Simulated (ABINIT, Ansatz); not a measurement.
# TaSi (Pm-3m): from the cell to the phonon bands

Aim: the phonon dispersion of TaSi (Pm-3m), checked by a second program.

Main program and level: ABINIT 10.8.3; DFT LDA, scalar-relativistic, plane waves, PseudoDojo norm-conserving pseudopotentials.

Most raw output is cut from this account.

The structure was built from a prototype and need not be the compound's stable phase.

### 1. The starting structure

Symmetry: Pm-3m, No. 221, cubic system. The conventional cell has a = 3.098 Å, b = 3.098 Å, c = 3.098 Å, α = 90.00°, β = 90.00°, γ = 90.00°. Si has 8 Ta at 2.68 Å nearest. Nearest to Ta lie 8 Si at 2.68 Å. Farther neighbours are not listed.

Coordinates:

```cif
data_structure
_symmetry_space_group_name_H-M 'P 1'
_symmetry_Int_Tables_number 1
_cell_length_a 3.0983
_cell_length_b 3.0983
_cell_length_c 3.0983
_cell_angle_alpha 90.000
_cell_angle_beta 90.000
_cell_angle_gamma 90.000
_cell_volume 29.74
loop_
_atom_site_label
_atom_site_type_symbol
_atom_site_fract_x
_atom_site_fract_y
_atom_site_fract_z
_atom_site_occupancy
Si1 Si 0.00000 0.00000 0.00000 1
Ta2 Ta 0.50000 0.50000 0.50000 1
```

### 2. Relaxation

The harmonic expansion needs vanishing forces, and a free crystal bears no stress, so cell and atoms are brought to rest. Stress is more sensitive to the basis than forces are: the last 3 Ha under the cutoff are smoothed with ecutsm, and the cutoff is raised above that of the later runs.

The starting cell comes from a relaxation made beforehand in Ansatz (LDA, PseudoDojo NC).

The input, relax.abi:

```
# relaxation
ionmov 2
optcell 2
dilatmx 1.08
ntime 40
tolmxf 1.0d-05
tolvrs 1.0d-14
prtwf 0
prtden 0
chksymtnons 0

# basis, mesh and filling
ecut 32.0
ecutsm 3.0
ngkpt 8 8 8
nshiftk 1
shiftk 0.0 0.0 0.0
istwfk *1
occopt 7
tsmear 0.01
nband 15
nstep 100
diemac 1000000.0
prtebands 0
prtgsr 0
useylm 1

# cell and atoms
acell 5.854846286 5.854846286 5.854846286
rprim 
    1.0 0.0 0.0
    0.0 1.0 0.0
    0.0 0.0 1.0
ntypat 2
znucl 14 73
natom 2
typat 1 2
xred 
    0.0 0.0 0.0
    0.5 0.5 0.5
pp_dirpath "./pseudo"
pseudos "Si.upf, Ta.upf"
```

Started as:

```
$ OMP_NUM_THREADS=1 mpirun -n 4 abinit relax.abi > relax.log
```

Elapsed: 17 s, on 4 MPI ranks of Arm Neoverse N1, shared host; 68 s of CPU time.

Little changed from the start: no atom moved by 0.005 Å and no cell edge by 0.1 %.

This step gave:

* volume per atom: 14.87 Å³
* pressure: 0.001613 GPa
* gap on the k-mesh: 0 eV

### 3. Self-consistent run for the response

The response is built on these wavefunctions, so the potential is converged far more tightly than an energy would need. Occupations are smeared.

The input, gs.abi:

```
# ground state
tolvrs 1.0d-16
prtden 1
prtwf 1

# basis, mesh and filling
ecut 25.0
ngkpt 8 8 8
nshiftk 1
shiftk 0.0 0.0 0.0
istwfk *1
occopt 7
tsmear 0.01
nband 15
nstep 100
diemac 1000000.0
prtebands 0
prtgsr 0
useylm 1

# cell and atoms
acell 5.854846286 5.854846286 5.854846286
rprim 
    1.0 0.0 0.0
    0.0 1.0 0.0
    0.0 0.0 1.0
ntypat 2
znucl 14 73
natom 2
typat 1 2
xred 
    0.0 0.0 0.0
    0.5 0.5 0.5
pp_dirpath "./pseudo"
pseudos "Si.upf, Ta.upf"
```

Started as:

```
$ OMP_NUM_THREADS=1 mpirun -n 4 abinit gs.abi > gs.log
```

Run time: 12 s. Hardware: 4 MPI ranks.

This step gave:

```
pressure : -0.3367 GPa
```

The cell stands at -0.34 GPa: the relaxation ran with a smoothed and higher cutoff, and the difference is a stress of the finite basis.

### 4. Zone-centre response

At q = 0 one unit cell holds all displacements. The response is solved for single atoms along the cell's directions, and symmetry skips those that follow from others. The crystal is treated as a metal, which screens a static field, so no field response is asked.

The input, dfpt_gamma.abi:

```

# common to the responses
getwfk_filepath "gso_WFK"
kptopt 2
nqpt 1
qpt 0.0 0.0 0.0
asr 0
chneut 0

# displacements
rfphon 1
rfatpol 1 2
rfdir 1 1 1
tolvrs 1.0d-10
prtwf 0
prtpot 1

# basis, mesh and filling
ecut 25.0
ngkpt 8 8 8
nshiftk 1
shiftk 0.0 0.0 0.0
istwfk *1
occopt 7
tsmear 0.01
nband 15
nstep 100
diemac 1000000.0
prtebands 0
prtgsr 0
useylm 1

# cell and atoms
acell 5.854846286 5.854846286 5.854846286
rprim 
    1.0 0.0 0.0
    0.0 1.0 0.0
    0.0 0.0 1.0
ntypat 2
znucl 14 73
natom 2
typat 1 2
xred 
    0.0 0.0 0.0
    0.5 0.5 0.5
pp_dirpath "./pseudo"
pseudos "Si.upf, Ta.upf"
```

Started as:

```
$ OMP_NUM_THREADS=1 mpirun -n 4 abinit dfpt_gamma.abi > dfpt_gamma.log
```

The job ended after 36 s (4 MPI ranks).

Read from the output:

| Quantity | Value |
| --- | --- |
| largest acoustic frequency at the zone centre before the sum rule | -3.52 cm⁻¹ |
| highest optical zone-centre mode (no LO-TO term) | 266.9 cm⁻¹ |
| lowest optical zone-centre mode | 266.9 cm⁻¹ |

The acoustic modes at Γ come out as far as 3.5 cm⁻¹ from zero, where they should vanish, a small numerical error.

### 5. Linear response on the mesh

Linear response treats each wavevector of the 4×4×4 mesh in the unit cell; the first-order potentials are kept for the electron-phonon matrix elements.

The input, dfpt_q.abi:

```
ndtset 9

# wavevectors
qpt1 0.25 0.0 0.0
qpt2 0.5 0.0 0.0
qpt3 0.25 0.25 0.0
qpt4 0.5 0.25 0.0
qpt5 0.5 0.5 0.0
qpt6 0.25 0.25 0.25
qpt7 0.5 0.25 0.25
qpt8 0.5 0.5 0.25
qpt9 0.5 0.5 0.5

# displacements
getwfk_filepath "gso_WFK"
getwfq_filepath "gso_WFK"
kptopt 3
nqpt 1
rfphon 1
rfatpol 1 2
rfdir 1 1 1
tolvrs 1.0d-10
prtwf 0
prtpot 1

# basis, mesh and filling
ecut 25.0
ngkpt 8 8 8
nshiftk 1
shiftk 0.0 0.0 0.0
istwfk *1
occopt 7
tsmear 0.01
nband 15
nstep 100
diemac 1000000.0
prtebands 0
prtgsr 0
useylm 1

# cell and atoms
acell 5.854846286 5.854846286 5.854846286
rprim 
    1.0 0.0 0.0
    0.0 1.0 0.0
    0.0 0.0 1.0
ntypat 2
znucl 14 73
natom 2
typat 1 2
xred 
    0.0 0.0 0.0
    0.5 0.5 0.5
pp_dirpath "./pseudo"
pseudos "Si.upf, Ta.upf"
```

Started as:

```
$ OMP_NUM_THREADS=1 mpirun -n 4 abinit dfpt_q.abi > dfpt_q.log
```

Run time: 53 min. Hardware: 4 MPI ranks.

Read from the output:

| Quantity | Value |
| --- | --- |
| lowest mode on the q mesh (acoustic ones at the zone centre apart) | -68.61 cm⁻¹ |

Frequencies (cm⁻¹) before the sum rule at the irreducible wavevectors but Γ, which is solved apart; negative means imaginary. Frequencies by wavevector:

```csv
q (fractions),star,mode 1,mode 2,mode 3,mode 4,mode 5,mode 6
0.25 0 0,6,36.47,36.47,90.07,251,251,257.1
0.5 0 0,3,58.08,58.08,117.2,229.8,232.9,232.9
0.25 0.25 0,12,-63.9,69.33,88.03,232.7,242.9,262.6
0.5 0.25 0,12,-63.07,83.59,88.72,225.4,234.5,244.8
0.5 0.5 0,3,-68.61,-68.61,122.1,207.6,245.9,245.9
0.25 0.25 0.25,8,-58.99,-58.99,52.02,240.1,259.4,259.4
0.5 0.25 0.25,12,-49.71,44.66,53.19,239.8,249.2,267.3
0.5 0.5 0.25,6,32.77,32.77,65.92,241.7,255.3,255.3
0.5 0.5 0.5,1,78.1,78.1,78.1,275.4,275.4,275.4
```

### 6. Interpolated phonon bands

anaddb transforms the dynamical matrices to force constants and back along the path; points of the mesh come back as solved, but for the sum rule and, in polar crystals, the LO-TO term at Γ; the rest is interpolation.

The input, anaddb.abi:

```
ddb_filepath "all_DDB"
output_file "anaddb.abo"
outdata_prefix "anaddb"
ifcflag 1
ngqpt 4 4 4
nqshft 1
q1shft 0.0 0.0 0.0
asr 1
chneut 0
dipdip 0
dipquad 0
quadquad 0
enunit 0
eivec 0
nph1l 62
qph1l 
    0.0 0.0 0.0 1.0
    0.0 0.05 0.0 1.0
    0.0 0.1 0.0 1.0
    0.0 0.15 0.0 1.0
    0.0 0.2 0.0 1.0
    0.0 0.25 0.0 1.0
    0.0 0.3 0.0 1.0
    0.0 0.35 0.0 1.0
    0.0 0.4 0.0 1.0
    0.0 0.45 0.0 1.0
    0.0 0.5 0.0 1.0
    0.05 0.5 0.0 1.0
    0.1 0.5 0.0 1.0
    0.15 0.5 0.0 1.0
    0.2 0.5 0.0 1.0
    0.25 0.5 0.0 1.0
    0.3 0.5 0.0 1.0
    0.35 0.5 0.0 1.0
    0.4 0.5 0.0 1.0
    0.45 0.5 0.0 1.0
    0.5 0.5 0.0 1.0
    0.45 0.45 0.0 1.0
    0.4 0.4 0.0 1.0
    0.35 0.35 0.0 1.0
    0.3 0.3 0.0 1.0
    0.25 0.25 0.0 1.0
    0.2 0.2 0.0 1.0
    0.15 0.15 0.0 1.0
    0.1 0.1 0.0 1.0
    0.05 0.05 0.0 1.0
    0.0 0.0 0.0 1.0
    0.05 0.05 0.05 1.0
    0.1 0.1 0.1 1.0
    0.15 0.15 0.15 1.0
    0.2 0.2 0.2 1.0
    0.25 0.25 0.25 1.0
    0.3 0.3 0.3 1.0
    0.35 0.35 0.35 1.0
    0.4 0.4 0.4 1.0
    0.45 0.45 0.45 1.0
    0.5 0.5 0.5 1.0
    0.45 0.5 0.45 1.0
    0.4 0.5 0.4 1.0
    0.35 0.5 0.35 1.0
    0.3 0.5 0.3 1.0
    0.25 0.5 0.25 1.0
    0.2 0.5 0.2 1.0
    0.15 0.5 0.15 1.0
    0.1 0.5 0.1 1.0
    0.05 0.5 0.05 1.0
    0.0 0.5 0.0 1.0
    0.5 0.5 0.5 1.0
    0.5 0.5 0.45 1.0
    0.5 0.5 0.4 1.0
    0.5 0.5 0.35 1.0
    0.5 0.5 0.3 1.0
    0.5 0.5 0.25 1.0
    0.5 0.5 0.2 1.0
    0.5 0.5 0.15 1.0
    0.5 0.5 0.1 1.0
    0.5 0.5 0.05 1.0
    0.5 0.5 0.0 1.0
```

The input, mrgddb.in:

```
all_DDB
merged
10
dfpt_gammao_DDB
dfpt_qo_DS1_DDB
dfpt_qo_DS2_DDB
dfpt_qo_DS3_DDB
dfpt_qo_DS4_DDB
dfpt_qo_DS5_DDB
dfpt_qo_DS6_DDB
dfpt_qo_DS7_DDB
dfpt_qo_DS8_DDB
dfpt_qo_DS9_DDB
```

Started as:

```
$ mrgddb < mrgddb.in > mrgddb.log
$ OMP_NUM_THREADS=1 anaddb anaddb.abi > anaddb.log
```

Run time: 0.59 s. Hardware: 1 thread.

Numbers from this step:

```yaml
lowest_frequency_on_the_path: -69.97 cm⁻¹
```

Anaddb. The phonon branches at the labelled points (cm⁻¹):

```csv
point,branch 1,branch 2,branch 3,branch 4,branch 5,branch 6
Γ,0,0,0,267,267,267
halfway,37,37,90,251,251,257
X,58,58,117,230,233,233
halfway,-63,84,89,225,234,245
M,-68,-68,122,208,246,246
halfway,-64,69,88,233,243,263
Γ,0,0,0,267,267,267
halfway,-59,-59,52,240,259,259
R,78,78,78,275,275,275
halfway,-50,45,53,240,249,267
X,58,58,117,230,233,233
jump to R,78,78,78,275,275,275
halfway,33,33,66,242,255,255
M,-68,-68,122,208,246,246
```

The path dips to 70i cm⁻¹.

### 7. Density of states

Sums over the zone need many more wavevectors than were solved, so the interpolation is sampled on a dense mesh.

The input, anaddb.abi:

```
ddb_filepath "all_DDB"
output_file "anaddb.abo"
outdata_prefix "anaddb"
ifcflag 1
ngqpt 4 4 4
nqshft 1
q1shft 0.0 0.0 0.0
asr 1
chneut 0
dipdip 0
dipquad 0
quadquad 0
prtdos 2
ng2qpt 15 15 15
dosdeltae 4.5563e-06
ntemper 11
temperinc 100.0
tempermin 0.0
```

Started as:

```
$ OMP_NUM_THREADS=1 anaddb anaddb.abi > anaddb.log
```

Elapsed: 0.78 s, on 1 thread.

Read from the output:

```
share of modes beyond 3i cm⁻¹ on the dense interpolated mesh : 0.1659
```

The phonon density of states has structure finer than the step of the table below, so its rows give means over 10 cm⁻¹, whole bins alone (the curve runs from -98.5 to 305 cm⁻¹). Peaks (cm⁻¹: height): -58.5: 0.0381, 59.5: 0.0310, 93.5: 0.0283, 231.4: 0.125, 261.4: 0.0852.

Tetrahedra. Table of phonon density of states by wavenumber; means over each step:

| wavenumber (cm⁻¹) | phonon density of states (1/cm⁻¹/cell) |
| --- | --- |
| -80 | 0 |
| -70 | 0.00731 |
| -60 | 0.0338 |
| -50 | 0.0193 |
| -40 | 0.0132 |
| -30 | 0.00938 |
| -20 | 0.00752 |
| -10 | 0.00745 |
| 0 | 0.00768 |
| 10 | 0.00873 |
| 20 | 0.0106 |
| 30 | 0.0138 |
| 40 | 0.0191 |
| 50 | 0.0248 |
| 60 | 0.0287 |
| 70 | 0.0220 |
| 80 | 0.0159 |
| 90 | 0.0234 |
| 100 | 0.0165 |
| 110 | 0.00911 |
| 120 | 0.00136 |
| 130 | 0 |
| 140 | 0 |
| 150 | 0 |
| 160 | 0 |
| 170 | 0 |
| 180 | 0 |
| 190 | 0 |
| 200 | 0 |
| 210 | 0.00163 |
| 220 | 0.00742 |
| 230 | 0.0562 |
| 240 | 0.0663 |
| 250 | 0.0754 |
| 260 | 0.0761 |
| 270 | 0.0188 |
| 280 | 4.0e-5 |
| 290 | 0 |

### 8. A second program

A second program on the same cell, potentials, cutoff and meshes tests the implementation of the phonon response, not its convergence.

This step: DFT LDA, scalar-relativistic, plane waves, PseudoDojo norm-conserving pseudopotentials (Ansatz 0.2.0).

The input, input.yaml:

```yaml
crystal:
  lattice:
    - [3.0982512279, 0.0, 0.0]
    - [0.0, 3.0982512279, 0.0]
    - [0.0, 0.0, 3.0982512279]
  atoms:
    - { symbol: Si, position: [0.0, 0.0, 0.0] }
    - { symbol: Ta, position: [0.5, 0.5, 0.5] }
kpoints:
  mp_grid: { grid: [8, 8, 8] }
hamiltonian:
  xc: lda
  pseudopotentials: { kind: nc, accuracy: standard }
scf:
  occupations: { method: gaussian, width: 0.27211 }
output:
  eigenvalues: true
basis:
  ecutwfc: 680.285
phonons:
  method: dfpt
  qmesh: [4, 4, 4]
  temperatures: { t_max: 1000, t_step: 50 }
  qpath:
    path:
      - [[0.0, 0.0, 0.0], [0.0, 0.5, 0.0], [0.5, 0.5, 0.0], [0.0, 0.0, 0.0], [0.5, 0.5, 0.5], [0.0, 0.5, 0.0]]
      - [[0.5, 0.5, 0.5], [0.5, 0.5, 0.0]]
    npoints: 10
```

Started as:

```
$ ansatz run input.yaml --threads 4 --pin off --max-ram 8192MiB --backend cpu --events-out ev --progress --plain --runs-dir out
```

The job ended after 2.2 min (4 threads; peak memory 0.83 GiB).

Read from the output:

```yaml
sum_rule_residual_before_enforcement: 1.45e-4 eV/Å²
lowest_frequency_on_the_path: -69.93 cm⁻¹
share_of_modes_beyond_3i_cm_minus1_on_the_dense_interpolated_mesh: 0.1749
lowest_mode_on_the_q_mesh_acoustic_ones_at_the_zone_centre_apart: -68.52 cm⁻¹
```

### 9. The two compared: ABINIT PseudoDojo and Ansatz, PseudoDojo

Numbers from this step:

* root-mean-square difference: 0.11 cm⁻¹
* largest difference: 0.25 cm⁻¹
* root-mean-square difference on the path: 0.1 cm⁻¹
* largest difference on the path: 0.3 cm⁻¹

The 12 of 57 modes that differ most. Frequencies side by side:

```csv
q (reciprocal lattice),mode,ABINIT PseudoDojo (cm⁻¹),"Ansatz, PseudoDojo (cm⁻¹)"
0.25 0 0,1,36.47,36.72
0.25 0 0,2,36.47,36.72
0.5 0 0,1,58.08,58.27
0.5 0 0,2,58.08,58.27
0.25 0.25 0.25,1,-58.99,-58.83
0.25 0.25 0.25,2,-58.99,-58.83
0.5 0.25 0.25,1,-49.71,-49.54
0.5 0.25 0.25,2,44.66,44.82
0.5 0.25 0.25,3,53.19,53.38
0.5 0.5 0.25,1,32.77,33.02
0.5 0.5 0.25,2,32.77,33.02
0.5 0.5 0.25,3,65.92,66.12
```

The interpolated bands of the two lie on top of each other.

At the solved wavevectors the largest difference (acoustic modes at Γ apart) is 0.09 % of the highest mode.

### 10. Summary of results

```json
{"space group after relaxation": "Pm-3m", "volume per atom": "14.9 Å³", "highest optical zone-centre mode (no LO-TO term)": "266.9 cm⁻¹", "q mesh": "4×4×4", "lowest mode on the q mesh (acoustic ones at the zone centre apart)": "-68.6 cm⁻¹", "imaginary modes on the q mesh": "yes", "largest difference from Ansatz, PseudoDojo": "0.25 cm⁻¹"}
```

What this shows: TaSi (Pm-3m) is unstable: a mode solved on the 4×4×4 mesh is imaginary, 69i cm⁻¹; its spectrum reaches 275 cm⁻¹. At the LDA level the optical modes of TaSi (Pm-3m) at the zone centre lie at 267 cm⁻¹. The base run prints -0.34 GPa, mostly the error of a finite basis; the relaxation, with a smoothed and higher cutoff, had brought the cell to rest. The most unstable solved mode lies at q = (0.5, 0.5, 0), on the zone boundary, so the distortion that it points to doubles the cell. ABINIT PseudoDojo and Ansatz, PseudoDojo agree to 0.25 cm⁻¹ (0.09 % of the highest mode compared) on all solved modes but the acoustic ones at Γ, without the LO-TO term. These are harmonic frequencies at zero temperature: anharmonic shifts and linewidths and thermal expansion are left out. Spin-orbit coupling is left out, which can matter for the heavy elements here. In a metal the frequencies hang on the k mesh and the smearing, most of all near Kohn anomalies. The runs are without spin polarisation, although the cell has an odd electron count or an open d or f shell, so a magnetic state was not tested. Ansatz warns that the cutoff lies 14 % under the one recommended for these files; agreement at one cutoff is not convergence. The structure is a hypothetical one, built on a prototype.

[Host names and launcher messages were left out of these logs when they were recorded.]

[Logs are printed without paths, hosts, clocks, repeated set-up lines and the standing remarks that a program may print on its own settings, such as how far it seeks lower states.]

[Hosts, paths, dates, database ids (printed as entryN), source tags and the programs' standing remarks are cut or masked in the printed files.]
